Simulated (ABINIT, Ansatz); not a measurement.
## KTaS3 (Pm-3m): zone-centre phonons

Which modes does KTaS3 (Pm-3m) have at the zone centre?

Calculated with ABINIT 10.8.3; DFT LDA, scalar-relativistic, plane waves, PseudoDojo norm-conserving pseudopotentials.

The structure was built from a prototype and need not be the compound's stable phase.

## Step 1: The structure

The structure is cubic, space group Pm-3m (No. 221). Conventional cell: a = 4.759 Å, b = 4.759 Å, c = 4.759 Å, α = 90.00°, β = 90.00°, γ = 90.00°. Nearest to K lie 12 S at 3.37 Å. Ta has 6 S at 2.38 Å nearest. Nearest to S lie 2 Ta at 2.38 Å and 4 K at 3.37 Å. Farther neighbours and most contacts between anions are not listed.

## Step 2: Relaxation

The harmonic expansion needs vanishing forces, and a free crystal bears no stress, so cell and atoms are brought to rest. Stress is more sensitive to the basis than forces are: the last 3 Ha under the cutoff are smoothed with ecutsm, and the cutoff is raised above that of the later runs.

The starting cell comes from a relaxation made beforehand in Ansatz (LDA, PseudoDojo NC).

relax.abi

```
# relaxation
ionmov 2
optcell 2
dilatmx 1.08
ntime 40
tolmxf 1.0d-05
tolvrs 1.0d-14
prtwf 0
prtden 0
chksymtnons 0

# basis, mesh and filling
ecut 40.0
ecutsm 3.0
ngkpt 6 6 6
nshiftk 1
shiftk 0.0 0.0 0.0
istwfk *1
occopt 6
tsmear 0.01
nband 29
nstep 100
diemac 1000000.0
prtebands 0
prtgsr 0
useylm 1

# cell and atoms
acell 3*1.0 Angstrom
rprim 
    4.759062427 0.0 0.0
    0.0 4.759062427 0.0
    0.0 0.0 4.759062427
ntypat 3
znucl 19 73 16
natom 5
typat 1 2 3 3 3
xred 
    0.0 0.0 0.0
    0.5 0.5 0.5
    0.5 0.5 0.0
    0.5 0.0 0.5
    0.0 0.5 0.5
pp_dirpath "./pseudo"
pseudos "K.upf, Ta.upf, S.upf"
```

Run with:

```console
> OMP_NUM_THREADS=1 mpirun -n 4 abinit relax.abi > relax.log
```

Numbers of over 12 decimals in the logs are rounded to 6 here.

relax.abo, the main output file:

```text
[banners, grids, parts of the stress and lines that vanish by symmetry left out]
- input  file    -> relax.abi
- output file    -> relax.abo
- root for input  files -> relaxi
[...]
Symmetries : space group Pm -3 m (#221); Bravais cP (primitive cubic)
[...]
mpw =       11152          nfft =      216000          nkpt =          20
[...]
== DATASET  1 ==================================================================
[...]
cutoff_energies: {ecut:  40.0, pawecutdg:  -1.0, }
[...]
ETOT  1  -128.28970625817    -1.283E+02 6.152E-02 9.050E+02
 ETOT  2  -128.10536641274     1.843E-01 1.170E-02 3.281E+03
 ETOT  3  -128.45358185716    -3.482E-01 7.045E-03 7.314E+00
 ETOT  4  -128.45419547114    -6.136E-04 3.892E-03 7.802E-01
 ETOT  5  -128.45425469941    -5.923E-05 4.177E-03 8.133E-02
[...]
At SCF step   13       vres2   =  7.02E-15 < tolvrs=  1.00E-14 =>converged.
[...]
sigma(1 1)=  5.90459965E-07  sigma(3 2)=  0.00000000E+00
  sigma(2 2)=  5.90459965E-07  sigma(3 1)=  0.00000000E+00
  sigma(3 3)=  5.90459965E-07  sigma(2 1)=  0.00000000E+00
[...]
convergence: {deltae:  5.969E-12, res2:  7.021E-15, residm:  3.811E-05, diffor: null, }
etotal    :  -1.28454259E+02
[...]
ETOT  1  -128.45425898785    -1.285E+02 2.034E-05 3.409E-03
[...]
At SCF step   10       vres2   =  2.44E-16 < tolvrs=  1.00E-14 =>converged.
[...]
sigma(1 1)=  4.17279134E-07  sigma(3 2)=  0.00000000E+00
  sigma(2 2)=  4.17279134E-07  sigma(3 1)=  0.00000000E+00
  sigma(3 3)=  4.17279134E-07  sigma(2 1)=  0.00000000E+00
[...]
convergence: {deltae: -8.924E-12, res2:  2.442E-16, residm:  1.006E-06, diffor: null, }
etotal    :  -1.28454259E+02
[...]
ETOT  1  -128.45425771569    -1.285E+02 5.774E-07 1.979E-02
[...]
ETOT  9  -128.45425927624    -5.514E-12 1.632E-07 1.800E-13
 ETOT 10  -128.45425927623     7.020E-12 6.141E-08 1.437E-15
 At SCF step   10       vres2   =  1.44E-15 < tolvrs=  1.00E-14 =>converged.
[...]
sigma(1 1)= -8.95461977E-11  sigma(3 2)=  0.00000000E+00
  sigma(2 2)= -8.95461960E-11  sigma(3 1)=  0.00000000E+00
  sigma(3 3)= -8.95461960E-11  sigma(2 1)=  0.00000000E+00
[...]
convergence: {deltae:  7.020E-12, res2:  1.437E-15, residm:  6.141E-08, diffor: null, }
etotal    :  -1.28454259E+02
[...]
At Broyd/MD step   3, gradients are converged :
[...]
sigma(1 1)= -8.95461977E-11  sigma(3 2)=  0.00000000E+00
  sigma(2 2)= -8.95461960E-11  sigma(3 1)=  0.00000000E+00
  sigma(3 3)= -8.95461960E-11  sigma(2 1)=  0.00000000E+00
[...]
- sigma(1 1)= -2.63454009E-06  sigma(3 2)=  0.00000000E+00
- sigma(2 2)= -2.63454004E-06  sigma(3 1)=  0.00000000E+00
- sigma(3 3)= -2.63454004E-06  sigma(2 1)=  0.00000000E+00
[...]
fcart     -0.0000000000E+00 -0.0000000000E+00 -0.0000000000E+00
           strten     -8.9546197714E-11 -8.9546195979E-11 -8.9546195979E-11
================================================================================

[key lines of the parts left out:]
pressure_GPa:   2.6345E-06
Total energy (etotal) [Ha]= -1.28454259276233E+02
```

It took 6.8 min on 4 MPI ranks of Intel Xeon at 2.70GHz, shared host; 27 min of CPU time.

Little changed from the start: no atom moved by 0.005 Å and no cell edge by 0.1 %.

Numbers from this step:

* volume per atom: 21.55 Å³
* pressure: 2.63e-6 GPa
* gap on the k-mesh: 0 eV

## Step 3: Ground state

The response is built on these wavefunctions, so the potential is converged far more tightly than an energy would need. Occupations are smeared.

gs.abi

```
# ground state
tolvrs 1.0d-16
prtden 1
prtwf 1

# basis, mesh and filling
ecut 32.0
ngkpt 6 6 6
nshiftk 1
shiftk 0.0 0.0 0.0
istwfk *1
occopt 6
tsmear 0.01
nband 29
nstep 100
diemac 1000000.0
prtebands 0
prtgsr 0
useylm 1

# cell and atoms
acell 3*1.0 Angstrom
rprim 
    4.758775042 0.0 0.0
    0.0 4.758775042 0.0
    0.0 0.0 4.758775042
ntypat 3
znucl 19 73 16
natom 5
typat 1 2 3 3 3
xred 
    0.0 0.0 0.0
    0.5 0.5 0.5
    0.5 0.5 0.0
    0.5 0.0 0.5
    0.0 0.5 0.5
pp_dirpath "./pseudo"
pseudos "K.upf, Ta.upf, S.upf"
```

Run with:

```console
> OMP_NUM_THREADS=1 mpirun -n 4 abinit gs.abi > gs.log
```

gs.abo, the main output file:

```text
[banners, grids, parts of the stress and lines that vanish by symmetry left out]
- input  file    -> gs.abi
- output file    -> gs.abo
- root for input  files -> gsi
[...]
Symmetries : space group Pm -3 m (#221); Bravais cP (primitive cubic)
[...]
mpw =        6355          nfft =      110592          nkpt =          20
[...]
== DATASET  1 ==================================================================
[...]
cutoff_energies: {ecut:  32.0, pawecutdg:  -1.0, }
[...]
ETOT  1  -128.29523638300    -1.283E+02 5.345E-02 4.664E+02
 ETOT  2  -128.10050289069     1.947E-01 4.116E-02 1.703E+03
 ETOT  3  -128.45351064373    -3.530E-01 7.105E-03 3.642E+00
 ETOT  4  -128.45410733585    -5.967E-04 4.781E-03 3.938E-01
 ETOT  5  -128.45416411803    -5.678E-05 5.594E-03 4.166E-02
[...]
ETOT 13  -128.45416892805    -4.775E-12 4.650E-05 5.287E-15
 ETOT 14  -128.45416892805     2.331E-12 7.965E-05 8.608E-17
 At SCF step   14       vres2   =  8.61E-17 < tolvrs=  1.00E-16 =>converged.
[...]
sigma(1 1)=  1.35396511E-06  sigma(3 2)=  0.00000000E+00
  sigma(2 2)=  1.35396511E-06  sigma(3 1)=  0.00000000E+00
  sigma(3 3)=  1.35396511E-06  sigma(2 1)=  0.00000000E+00
[...]
convergence: {deltae:  2.331E-12, res2:  8.608E-17, residm:  7.965E-05, diffor: null, }
etotal    :  -1.28454169E+02
[...]
sigma(1 1)=  1.35396511E-06  sigma(3 2)=  0.00000000E+00
  sigma(2 2)=  1.35396511E-06  sigma(3 1)=  0.00000000E+00
  sigma(3 3)=  1.35396511E-06  sigma(2 1)=  0.00000000E+00
[...]
- sigma(1 1)=  3.98350288E-02  sigma(3 2)=  0.00000000E+00
- sigma(2 2)=  3.98350288E-02  sigma(3 1)=  0.00000000E+00
- sigma(3 3)=  3.98350288E-02  sigma(2 1)=  0.00000000E+00
[...]
fcart     -0.0000000000E+00 -0.0000000000E+00 -0.0000000000E+00
           strten      1.3539651088E-06  1.3539651088E-06  1.3539651088E-06
================================================================================

[key lines of the parts left out:]
pressure_GPa:  -3.9835E-02
```

The job ended after 97 s (4 MPI ranks).

Numbers from this step:

| Item | Value |
| --- | --- |
| pressure | -0.03984 GPa |

The cell stands at -0.040 GPa, close enough for phonons.

[end of part 1 of 3]

[Host names and launcher messages were left out of these logs when they were recorded.]

[Logs are printed without paths, hosts, clocks, repeated set-up lines and the standing remarks that a program may print on its own settings, such as how far it seeks lower states.]

[Hosts, paths, dates, database ids (printed as entryN), source tags and the programs' standing remarks are cut or masked in the printed files.]
